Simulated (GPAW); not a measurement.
# Optical response of CdF2, part 2 of 2

Wanted: where CdF2 starts to absorb, how strongly, and its refractive index.

GPAW 26.7.0; DFT, PBE, plane-wave PAW (GPAW data sets), scalar-relativistic, RPA, optical limit.

So far. Step 2 (Ground state): There is a gap, 3.13 eV on this mesh (points off the mesh can give less), so no carriers' term is needed.

### 4. Dielectric function, RPA (continued)

Some rows of df_x.csv (energy; Re and Im without local fields; Re and Im with them):

```text
0.000000, 2.683275, 0.000000, 2.626882, 0.000000
0.429336, 2.687415, 0.002915, 2.630957, 0.002869
0.878195, 2.700881, 0.006162, 2.644215, 0.006068
1.347938, 2.726030, 0.010063, 2.668987, 0.009916
1.840057, 2.766937, 0.015207, 2.709312, 0.014998
2.356191, 2.831227, 0.022901, 2.772759, 0.022617
2.898142, 2.935595, 0.036993, 2.875928, 0.036605
3.467895, 3.130784, 0.078024, 3.069333, 0.077432
4.067647, 3.323418, 0.420661, 3.259271, 0.419075
4.699832, 3.263505, 1.131183, 3.202744, 1.126840
5.367152, 3.205828, 1.118894, 3.139136, 1.113064
6.072622, 2.950313, 1.011122, 2.876644, 1.007794
6.819608, 2.695605, 1.215431, 2.614750, 1.212390
7.611886, 2.531652, 1.169619, 2.434349, 1.156705
8.453705, 2.464961, 1.051514, 2.373814, 1.019275
9.349861, 2.706743, 1.274800, 2.636893, 1.282595
10.305790, 2.086787, 2.532986, 1.961701, 2.522135
11.327680, 1.785822, 1.233090, 1.599097, 1.196977
12.422601, 1.922244, 2.312798, 1.775237, 2.179390
13.598673, 1.854565, 2.780406, 1.808569, 2.440667
```

The Im ε, E ∥ x has structure finer than the step of the table below, so its rows give means over 0.5 eV, whole bins alone (the curve runs from 0 to 14.0 eV). Peaks (eV: height): 5.66: 1.47, 6.28: 1.46, 10.24: 2.53, 12.42: 2.18, 13.69: 2.55.

Values under the direct gap are tails of Lorentzian lines. The Im ε, E ∥ x by photon energy; means over each step:

| photon energy (eV) | Im ε, E ∥ x |
| --- | --- |
| 0.5 | 0.00337 |
| 1.0 | 0.00703 |
| 1.5 | 0.0114 |
| 2.0 | 0.0171 |
| 2.5 | 0.0257 |
| 3.0 | 0.0416 |
| 3.5 | 0.0907 |
| 4.0 | 0.338 |
| 4.5 | 0.830 |
| 5.0 | 0.956 |
| 5.5 | 1.25 |
| 6.0 | 1.14 |
| 6.5 | 1.29 |
| 7.0 | 1.31 |
| 7.5 | 1.22 |
| 8.0 | 1.16 |
| 8.5 | 1.03 |
| 9.0 | 1.28 |
| 9.5 | 1.41 |
| 10.0 | 2.23 |
| 10.5 | 2.33 |
| 11.0 | 1.41 |
| 11.5 | 1.16 |
| 12.0 | 1.58 |
| 12.5 | 2.00 |
| 13.0 | 1.55 |
| 13.5 | 2.14 |

Re ε, E ∥ x against photon energy:

| photon energy (eV) | Re ε, E ∥ x |
| --- | --- |
| 0.0 | 2.63 |
| 0.5 | 2.63 |
| 1.0 | 2.65 |
| 1.5 | 2.68 |
| 2.0 | 2.73 |
| 2.5 | 2.80 |
| 3.0 | 2.90 |
| 3.5 | 3.09 |
| 4.0 | 3.30 |
| 4.5 | 3.50 |
| 5.0 | 2.97 |
| 5.5 | 3.10 |
| 6.0 | 2.73 |
| 6.5 | 2.43 |
| 7.0 | 2.52 |
| 7.5 | 2.32 |
| 8.0 | 2.14 |
| 8.5 | 2.40 |
| 9.0 | 2.55 |
| 9.5 | 2.71 |
| 10.0 | 2.73 |
| 10.5 | 1.44 |
| 11.0 | 1.26 |
| 11.5 | 1.74 |
| 12.0 | 2.13 |
| 12.5 | 1.53 |
| 13.0 | 1.69 |
| 13.5 | 1.98 |

The loss function −Im 1/ε at q → 0, E ∥ x has structure finer than the step of the table below, so its rows give means over 0.5 eV, whole bins alone (the curve runs from 0 to 14.0 eV). Peaks (eV: height): 5.77: 0.159, 7.91: 0.201, 10.88: 0.411, 12.75: 0.378.

Values under the direct gap are tails of Lorentzian lines. Loss function −Im 1/ε at q → 0, E ∥ x against energy loss; means over each step:

| energy loss (eV) | loss function −Im 1/ε at q → 0, E ∥ x |
| --- | --- |
| 0.5 | 4.9e-4 |
| 1.0 | 0.00100 |
| 1.5 | 0.00158 |
| 2.0 | 0.00230 |
| 2.5 | 0.00328 |
| 3.0 | 0.00491 |
| 3.5 | 0.00933 |
| 4.0 | 0.0307 |
| 4.5 | 0.0673 |
| 5.0 | 0.0959 |
| 5.5 | 0.118 |
| 6.0 | 0.129 |
| 6.5 | 0.158 |
| 7.0 | 0.162 |
| 7.5 | 0.175 |
| 8.0 | 0.181 |
| 8.5 | 0.147 |
| 9.0 | 0.155 |
| 9.5 | 0.150 |
| 10.0 | 0.185 |
| 10.5 | 0.311 |
| 11.0 | 0.380 |
| 11.5 | 0.260 |
| 12.0 | 0.221 |
| 12.5 | 0.310 |
| 13.0 | 0.306 |
| 13.5 | 0.270 |

The Im ε, E ∥ x has structure finer than the step of the table below, so its rows give means over 0.5 eV, whole bins alone (the curve runs from 0 to 14.0 eV). Peaks (eV: height): without local fields 5.66: 1.47, 6.28: 1.46, 10.38: 2.54, 12.42: 2.31, 13.69: 2.87; with local fields 5.66: 1.47, 6.28: 1.46, 10.24: 2.53, 12.42: 2.18, 13.69: 2.55.

Values under the direct gap are tails of Lorentzian lines. Table of Im ε, E ∥ x by photon energy; means over each step:

| photon energy (eV) | without local fields | with local fields |
| --- | --- | --- |
| 0.5 | 0.00342 | 0.00337 |
| 1.0 | 0.00714 | 0.00703 |
| 1.5 | 0.0116 | 0.0114 |
| 2.0 | 0.0174 | 0.0171 |
| 2.5 | 0.0260 | 0.0257 |
| 3.0 | 0.0420 | 0.0416 |
| 3.5 | 0.0914 | 0.0907 |
| 4.0 | 0.340 | 0.338 |
| 4.5 | 0.836 | 0.830 |
| 5.0 | 0.959 | 0.956 |
| 5.5 | 1.25 | 1.25 |
| 6.0 | 1.14 | 1.14 |
| 6.5 | 1.29 | 1.29 |
| 7.0 | 1.31 | 1.31 |
| 7.5 | 1.23 | 1.22 |
| 8.0 | 1.17 | 1.16 |
| 8.5 | 1.07 | 1.03 |
| 9.0 | 1.31 | 1.28 |
| 9.5 | 1.39 | 1.41 |
| 10.0 | 2.23 | 2.23 |
| 10.5 | 2.33 | 2.33 |
| 11.0 | 1.43 | 1.41 |
| 11.5 | 1.20 | 1.16 |
| 12.0 | 1.71 | 1.58 |
| 12.5 | 2.13 | 2.00 |
| 13.0 | 1.81 | 1.55 |
| 13.5 | 2.46 | 2.14 |

Table of refractive index n and extinction k by photon energy:

| photon energy (eV) | n | k |
| --- | --- | --- |
| 0.0 | 1.62 | 0 |
| 0.5 | 1.62 | 0.00103 |
| 1.0 | 1.63 | 0.00215 |
| 1.5 | 1.64 | 0.00346 |
| 2.0 | 1.65 | 0.00516 |
| 2.5 | 1.67 | 0.00762 |
| 3.0 | 1.70 | 0.0119 |
| 3.5 | 1.76 | 0.0235 |
| 4.0 | 1.82 | 0.111 |
| 4.5 | 1.89 | 0.240 |
| 5.0 | 1.74 | 0.260 |
| 5.5 | 1.79 | 0.345 |
| 6.0 | 1.68 | 0.291 |
| 6.5 | 1.61 | 0.407 |
| 7.0 | 1.64 | 0.412 |
| 7.5 | 1.56 | 0.354 |
| 8.0 | 1.51 | 0.379 |
| 8.5 | 1.58 | 0.318 |
| 9.0 | 1.65 | 0.410 |
| 9.5 | 1.70 | 0.413 |
| 10.0 | 1.78 | 0.661 |
| 10.5 | 1.47 | 0.841 |
| 11.0 | 1.25 | 0.549 |
| 11.5 | 1.38 | 0.405 |
| 12.0 | 1.55 | 0.506 |
| 12.5 | 1.45 | 0.749 |
| 13.0 | 1.40 | 0.520 |
| 13.5 | 1.56 | 0.681 |

From ε follow the optical constants at some laser and lamp lines:

| wavelength (nm) | n | k | R (%) | 1/α |
| --- | --- | --- | --- | --- |
| 1064 | 1.63 | 0.003 | 5.7 | 33 µm |
| 633 | 1.65 | 0.005 | 6.0 | 10 µm |
| 450 | 1.69 | 0.009 | 6.5 | 3.8 µm |
| 405 | 1.71 | 0.013 | 6.8 | 2.5 µm |
| 365 | 1.74 | 0.020 | 7.3 | 1.5 µm |
| 248 | 1.74 | 0.260 | 8.2 | 76 nm |
| 193 | 1.64 | 0.424 | 8.3 | 36 nm |

Below the direct gap, k and the depth come from the tails of the Lorentzian lines, not from transitions.

Rows near the edge hang on the gap, which this functional as a rule makes too small, and phonon-assisted absorption is left out.

### 5. Results

```
electronic dielectric constant ε∞, mean over x, y and z (by symmetry where fewer were run) (RPA) : 2.63
```

At this level (PBE, RPA) CdF2 has ε∞ = 2.63 and n = 1.63 at 1550 nm. On the mesh the gap is 3.08 eV and the least direct gap 3.53 eV, so on this mesh the band edges lie at different points. Local fields change the static value along x from 2.68 to 2.63 (-2 %). Distinct maxima of Im ε, read by a parabola through the highest points, lie at 5.65 eV (1.5), 10.25 eV (2.5), 12.46 eV (2.2) and 13.70 eV (2.6). Excitons and phonon-assisted transitions are missing; PBE gaps are as a rule too small, which pulls the onset down and ε∞ up. The sum runs over mesh points, so small or evenly spaced maxima can still be ripples of the mesh. In this version of GPAW the matrix elements of the optical limit are incomplete, which can lower ε − 1 by up to a tenth where first-row anions or d states rule, and shift it by more in d metals.

[Machine, clock and banner lines and Python warnings are left out of the logs.]

[Logs are printed without paths, hosts, clocks, repeated set-up lines and the standing remarks that a program may print on its own settings, such as how far it seeks lower states.]

[Hosts, paths, dates, database ids (printed as entryN), source tags and the programs' standing remarks are cut or masked in the printed files.]
